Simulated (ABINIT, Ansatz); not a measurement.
# NaAsF6 (R-3): G0W0 on several meshes in ABINIT

How does the mesh move the gap of NaAsF6 (R-3)?

Program: ABINIT 10.8.3. Level of theory: PBEsol and many-body steps on it, plane waves. Results are calculated unless marked as measured.

Report form: the programs' logs are mostly left out.

**1. Set-up**

The structure is trigonal, space group R-3 (No. 148). Conventional cell: a = 5.097 Å, b = 5.097 Å, c = 14.122 Å, α = 90.00°, β = 90.00°, γ = 120.00°. Na has 6 F at 2.28 Å nearest. Nearest to As lie 6 F at 1.74 Å. Nearest to F lie 1 As at 1.74 Å and 1 Na at 2.28 Å. Farther neighbours and most contacts between anions are not listed.

The cell and positions are those that the Materials Project relaxed with its own functionals (PBE, PBE+U or r2SCAN), kept fixed.

**2. Empty states on the mesh, 2×2×2 mesh, 229 bands**

This step: ABINIT 10.8.3; DFT, PBEsol, plane waves, norm-conserving pseudopotentials.

The sums over transitions need many empty states on a uniform mesh; this step solves for them.

File run.abi:

```
acell 3*1.0 Angstrom
rprim 
  2.548317025914 1.471271520892 4.707294566700
  -2.548317025914 1.471271520892 4.707294566700
  0.000000000000 -2.942543041784 4.707294566700
ntypat 3
znucl 11 33 9
natom 8
typat 1 2 3 3 3 3 3 3
xred 
  0.500000000000 0.500000000000 0.500000000000
  -0.000000000000 0.000000000000 0.000000000000
  0.348130510000 0.076071740000 0.790012280000
  0.790012280000 0.348130510000 0.076071740000
  0.076071740000 0.790012280000 0.348130510000
  0.651869490000 0.923928260000 0.209987720000
  0.209987720000 0.651869490000 0.923928260000
  0.923928260000 0.209987720000 0.651869490000
pp_dirpath "pseudos"
pseudos "Na.upf, As.upf, F.upf"
ecut 44
ngkpt 2 2 2
nshiftk 1
shiftk 0 0 0
kptopt 1
chksymbreak 0
iscf -2
irdden 1
istwfk *1
nband 229
nbdbuf 20
tolwfr 1e-09
nstep 60
prtvol 0
indata_prefix "in"
outdata_prefix "out"
tmpdata_prefix "tmp"
```

Started as:

```bash
$ OMP_NUM_THREADS=1 mpirun -n 4 abinit run.abi > log
```

Wall time 95 s (4 MPI ranks of Arm Neoverse V1, shared host); peak memory 0.52 GiB.

Numbers from this step:

- gap: 5.618 eV
- k of the valence top: 0.5, 0.5, 0
- k of the conduction bottom: 0, 0, 0
- least direct gap: 5.695 eV
- k points computed: 4
- lowest point of the top converged band, above the valence top: 79.4621 eV

On this mesh the gap is 5.618 eV.

The density comes from a self-consistent run that is not shown.

**3. Screening, 2×2×2 mesh, 107 bands, screening to 114.3 eV**

The RPA dielectric matrix is built and inverted for each q.

This step: RPA screening on PBEsol, plane waves, norm-conserving pseudopotentials.

Changes to run.abi since step 2:

```diff
@@ -26,10 +26,11 @@
 chksymbreak 0
-iscf -2
-irdden 1
 istwfk *1
-nband 229
-nbdbuf 20
-tolwfr 1e-09
-nstep 60
-prtvol 0
+occopt 1
+irdwfk 1
+optdriver 3
+nband 107
+ecuteps 4.2
+inclvkb 2
+awtr 1
+symchi 1
 indata_prefix "in"
```

Run time: 46 s. Hardware: 4 MPI ranks; peak memory 2 GiB.

This step gave:

```
ε∞ with local fields, on this mesh, along the program's q direction : 1.859
the same without local fields                                       : 2.064
plasma frequency                                                    : 31.04 eV
plane waves in the screening matrix                                 : 297
```

Local fields lower ε∞ by 10 %. On a Γ-centred mesh this coarse the value itself is usually too large, while a short band sum pulls it down.

**4. 2×2×2**

The self-energy is evaluated for the states that the input lists, and the levels follow from it, in one-shot runs by the linearised quasiparticle equation.

This step: G0W0 on PBEsol, plane waves, norm-conserving pseudopotentials.

Changes to run.abi since step 3:

```diff
@@ -29,8 +29,17 @@
 irdwfk 1
-optdriver 3
+optdriver 4
 nband 107
+gwcalctyp 0
+ecutsigx 44
+symsigma 1
+nkptgw 2
+kptgw 
+  0.5000000000 0.5000000000 0.0000000000
+  0.0000000000 0.0000000000 0.0000000000
+bdgw 
+  36 39
+  36 39
 ecuteps 4.2
-inclvkb 2
-awtr 1
-symchi 1
+irdscr 1
+ppmodel 1
 indata_prefix "in"
```

Run time: 12 s. Hardware: 4 MPI ranks; peak memory 1.1 GiB.

Numbers from this step:

```yaml
g0w0_gap_on_the_points_computed: 10.65 eV
starting_gap_on_the_mesh: 5.618 eV
k_of_the_valence_top: 0.5, 0.5, 0
k_of_the_conduction_bottom: 0, 0, 0
z_at_the_valence_top: 0.828
z_at_the_conduction_bottom: 0.879
least_direct_g0w0_gap_on_the_computed_points: 10.74 eV
```

The gap on the mesh goes from 5.62 eV to 10.65 eV, a correction of +5.03 eV.

**5. Empty states on the mesh, 4×4×4 mesh, 117 bands**

This step: DFT, PBEsol, plane waves, norm-conserving pseudopotentials.

Changes to run.abi since step 4:

```diff
@@ -21,3 +21,3 @@
 ecut 44
-ngkpt 2 2 2
+ngkpt 4 4 4
 nshiftk 1
@@ -26,20 +26,10 @@
 chksymbreak 0
+iscf -2
+irdden 1
 istwfk *1
-occopt 1
-irdwfk 1
-optdriver 4
-nband 107
-gwcalctyp 0
-ecutsigx 44
-symsigma 1
-nkptgw 2
-kptgw 
-  0.5000000000 0.5000000000 0.0000000000
-  0.0000000000 0.0000000000 0.0000000000
-bdgw 
-  36 39
-  36 39
-ecuteps 4.2
-irdscr 1
-ppmodel 1
+nband 117
+nbdbuf 10
+tolwfr 1e-09
+nstep 60
+prtvol 0
 indata_prefix "in"
```

The job ended after 2 min (4 MPI ranks; peak memory 0.65 GiB).

This step gave:

```
gap                                                           : 5.618 eV
k of the valence top                                          : 0.5, 0.5, 0
k of the conduction bottom                                    : 0, 0, 0
least direct gap                                              : 5.695 eV
k points computed                                             : 14
lowest point of the top converged band, above the valence top : 44.65 eV
```

On this mesh the gap is 5.618 eV.

**6. Screening, 4×4×4 mesh, 107 bands, screening to 114.3 eV**

This step: RPA screening on PBEsol, plane waves, norm-conserving pseudopotentials.

Changes to run.abi since step 5:

```diff
@@ -26,10 +26,11 @@
 chksymbreak 0
-iscf -2
-irdden 1
 istwfk *1
-nband 117
-nbdbuf 10
-tolwfr 1e-09
-nstep 60
-prtvol 0
+occopt 1
+irdwfk 1
+optdriver 3
+nband 107
+ecuteps 4.2
+inclvkb 2
+awtr 1
+symchi 1
 indata_prefix "in"
```

Elapsed: 14 min, on 4 MPI ranks; peak memory 5.3 GiB; 55 min of CPU time.

Numbers from this step:

```
ε∞ with local fields, on this mesh, along the program's q direction : 1.853
the same without local fields                                       : 2.059
plasma frequency                                                    : 31.04 eV
plane waves in the screening matrix                                 : 297
```

**7. 4×4×4**

This step: G0W0 on PBEsol, plane waves, norm-conserving pseudopotentials.

Changes to run.abi since step 6:

```diff
@@ -29,8 +29,17 @@
 irdwfk 1
-optdriver 3
+optdriver 4
 nband 107
+gwcalctyp 0
+ecutsigx 44
+symsigma 1
+nkptgw 2
+kptgw 
+  0.5000000000 0.5000000000 0.0000000000
+  0.0000000000 0.0000000000 0.0000000000
+bdgw 
+  36 39
+  36 39
 ecuteps 4.2
-inclvkb 2
-awtr 1
-symchi 1
+irdscr 1
+ppmodel 1
 indata_prefix "in"
```

Elapsed: 39 s, on 4 MPI ranks; peak memory 3.4 GiB; 2.6 min of CPU time.

Numbers from this step:

* G0W0 gap on the points computed: 10.86 eV
* starting gap on the mesh: 5.618 eV
* k of the valence top: 0.5, 0.5, 0
* k of the conduction bottom: 0, 0, 0
* Z at the valence top: 0.824
* Z at the conduction bottom: 0.876
* least direct G0W0 gap on the computed points: 10.96 eV

Against G0W0 in ABINIT (2×2×2 mesh, 107 bands, screening to 114.3 eV, Godby-Needs plasmon pole), the gap moves by +0.214 eV.

**8. Side by side**

Times are wall times on 4 MPI ranks of Arm Neoverse V1, shared host, good to a factor of about two. A run's time includes the screening step that it read.

```tsv
run	mesh	bands	screening cutoff (eV)	DFT gap (eV)	gap on the mesh (eV)	direct (eV)	ε∞ used	time
2×2×2	2×2×2	107	114.3	5.618	10.648	10.744	1.86	58 s
4×4×4	4×4×4	107	114.3	5.618	10.862	10.955	1.85	14 min
```

**9. Outcome**

- 2×2×2: 10.648 eV
- 4×4×4: 10.862 eV
- known limits: not at the basis limit; no spin-orbit coupling; coarse k mesh

4×4×4: +0.214 eV against 2×2×2. Bands and cutoff are finite, so the gap is not at the basis limit. The miss can reach some tenths of an eV and take either sign; the mesh is an error of its own. In the G0W0 runs levels were corrected at 2 k points alone, so a gap called «on the mesh» is the least over those, and an edge elsewhere would be missed. The 2×2×2 mesh is coarse for this cell, which bears on the long-range parts of exchange and screening. The many-body steps are scalar-relativistic: spin-orbit coupling is not in them.

[Paths, hosts, dates, memory and timing lines, banners, echoed tables and standing remarks are left out of the program output.]

[Logs are printed without paths, hosts, clocks, repeated set-up lines and the standing remarks that a program may print on its own settings, such as how far it seeks lower states.]

[Runs of the session that timed out or met a known fault of the program may be left out.]

[Hosts, paths, dates, database ids (printed as entryN), source tags and the programs' standing remarks are cut or masked in the printed files.]

[G0W0 gaps are taken among the corrected bands and points alone; a level outside them can change the order at an edge.]

[Where Ansatz stands beside ABINIT at settings called matched, ABINIT's density can come from a denser mesh and the files from another edition; pairs whose starting gaps differed by over 0.03 eV were left out, so agreement reads better than it is.]
